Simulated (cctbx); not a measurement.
# NaEr: as given, inverted or twinned?

Space group P-6m2 (no. 187), a = 3.4720 Å, b = 3.4720 Å, c = 6.1240 Å, α = 90.00°, β = 90.00°, γ = 120.00°.

```csv
atom,mult.,x,y,z,Ueq (Å²)
Er1,1,0,0,1/2,0.0180
Na1,1,2/3,1/3,0,0.0279
```

The model was made for the exercise: a known structure type with other elements put in, its volume estimated, not relaxed; displacement parameters are assumed.

Data sets are simulated with cctbx and refined with Bijvoet mates kept apart; Flack x is then fitted as the share of an inverted twin with the atoms fixed, Hooft y from the Bijvoet differences. The group is acentric but holds improper operations, so there is an absolute structure (orientation) and no hand.

Untwinned crystal. What Flack and Hooft values should come out?

```csv
λ (Å),extinction (unmodelled),d min (Å),top counts,error (%),model,R1,Flack x,s.u.,Hooft y,s.u.,pairs
0.71073,0,0.77,40000,2,as given,0.0038,0.01,0.03,0.022,0.036,31
0.71073,0,0.77,40000,2,inverted,0.0142,1.00,0.04,0.993,0.037,31
1.54184,0,0.83,20000,6,as given,0.0107,0.07,0.08,0.119,0.092,27
```

With Mo Kα, x is within 3 s.u. of 0, so the absolute structure is right. With Cu Kα, x is within 3 s.u. of 0, so the absolute structure is right, though an s.u. above 0.04 can't exclude a small twin share. Inverting the model turns x into about 1 − x.

[Logs are printed without paths, hosts, clocks, repeated set-up lines and the standing remarks that a program may print on its own settings, such as how far it seeks lower states.]
